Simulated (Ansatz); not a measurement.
## Identify the compound from its spectrum

Method: Ansatz, LDA, independent particles, without spin-orbit coupling, line width 0.1 eV (Gaussian); metals get a typed carrier damping. The response is along the first axis of the cell.

```json
{"E (eV)": "0.00", "Im ε": "0.00"}
{"E (eV)": "0.25", "Im ε": "0.00"}
{"E (eV)": "0.50", "Im ε": "0.00"}
{"E (eV)": "0.75", "Im ε": "0.00"}
{"E (eV)": "1.00", "Im ε": "0.00"}
{"E (eV)": "1.25", "Im ε": "0.00"}
{"E (eV)": "1.50", "Im ε": "0.00"}
{"E (eV)": "1.75", "Im ε": "0.05"}
{"E (eV)": "2.00", "Im ε": "0.95"}
{"E (eV)": "2.25", "Im ε": "1.80"}
{"E (eV)": "2.50", "Im ε": "3.21"}
{"E (eV)": "2.75", "Im ε": "3.48"}
{"E (eV)": "3.00", "Im ε": "4.56"}
{"E (eV)": "3.25", "Im ε": "5.79"}
{"E (eV)": "3.50", "Im ε": "6.67"}
{"E (eV)": "3.75", "Im ε": "7.72"}
{"E (eV)": "4.00", "Im ε": "9.86"}
{"E (eV)": "4.25", "Im ε": "9.77"}
{"E (eV)": "4.50", "Im ε": "5.14"}
{"E (eV)": "4.75", "Im ε": "4.59"}
{"E (eV)": "5.00", "Im ε": "3.54"}
{"E (eV)": "5.25", "Im ε": "2.88"}
{"E (eV)": "5.50", "Im ε": "2.75"}
{"E (eV)": "5.75", "Im ε": "2.64"}
{"E (eV)": "6.00", "Im ε": "2.60"}
{"E (eV)": "6.25", "Im ε": "2.89"}
{"E (eV)": "6.50", "Im ε": "4.13"}
{"E (eV)": "6.75", "Im ε": "4.39"}
{"E (eV)": "7.00", "Im ε": "4.80"}
{"E (eV)": "7.25", "Im ε": "4.27"}
{"E (eV)": "7.50", "Im ε": "4.08"}
{"E (eV)": "7.75", "Im ε": "3.84"}
{"E (eV)": "8.00", "Im ε": "4.17"}
{"E (eV)": "8.25", "Im ε": "4.78"}
{"E (eV)": "8.50", "Im ε": "5.13"}
{"E (eV)": "8.75", "Im ε": "5.66"}
{"E (eV)": "9.00", "Im ε": "4.76"}
{"E (eV)": "9.25", "Im ε": "4.36"}
{"E (eV)": "9.50", "Im ε": "4.13"}
{"E (eV)": "9.75", "Im ε": "4.52"}
{"E (eV)": "10.00", "Im ε": "4.83"}
{"E (eV)": "10.25", "Im ε": "4.51"}
{"E (eV)": "10.50", "Im ε": "4.47"}
{"E (eV)": "10.75", "Im ε": "3.15"}
{"E (eV)": "11.00", "Im ε": "3.60"}
{"E (eV)": "11.25", "Im ε": "3.05"}
{"E (eV)": "11.50", "Im ε": "2.95"}
{"E (eV)": "11.75", "Im ε": "3.21"}
{"E (eV)": "12.00", "Im ε": "2.69"}
{"E (eV)": "12.25", "Im ε": "1.88"}
{"E (eV)": "12.50", "Im ε": "1.38"}
{"E (eV)": "12.75", "Im ε": "1.32"}
{"E (eV)": "13.00", "Im ε": "1.19"}
{"E (eV)": "13.25", "Im ε": "0.95"}
{"E (eV)": "13.50", "Im ε": "1.04"}
{"E (eV)": "13.75", "Im ε": "0.99"}
{"E (eV)": "14.00", "Im ε": "0.83"}
{"E (eV)": "14.25", "Im ε": "0.54"}
{"E (eV)": "14.50", "Im ε": "0.39"}
{"E (eV)": "14.75", "Im ε": "0.61"}
{"E (eV)": "15.00", "Im ε": "0.91"}
{"E (eV)": "15.25", "Im ε": "1.21"}
{"E (eV)": "15.50", "Im ε": "1.53"}
{"E (eV)": "15.75", "Im ε": "1.16"}
{"E (eV)": "16.00", "Im ε": "1.23"}
```

Task: To which candidate does it belong?
A. TiO2 (I4_1/amd)
B. BaZrO3 (Pm-3m)
C. BaTiO3 (P4/mmm)
D. BaSO (I4mm)

Result: C. BaTiO3 (P4/mmm): least direct gap 1.82 eV, ε∞ = 7.05 along the first axis, strongest peak along the first axis at 4.01 eV. The others: TiO2 (I4_1/amd), least direct gap 2.37 eV, ε∞ = 7.15 along the first axis, strongest peak along the first axis at 3.71 eV; BaSO (I4mm), least direct gap 1.05 eV, ε∞ = 5.05 along the first axis, strongest peak along the first axis at 5.54 eV; BaZrO3 (Pm-3m), least direct gap 3.32 eV, ε∞ = 5.11 along the first axis, strongest peak along the first axis at 6.23 eV.

Note: cells built here by substitution need not match a known phase.

[Logs are printed without paths, hosts, clocks, repeated set-up lines and the standing remarks that a program may print on its own settings, such as how far it seeks lower states.]
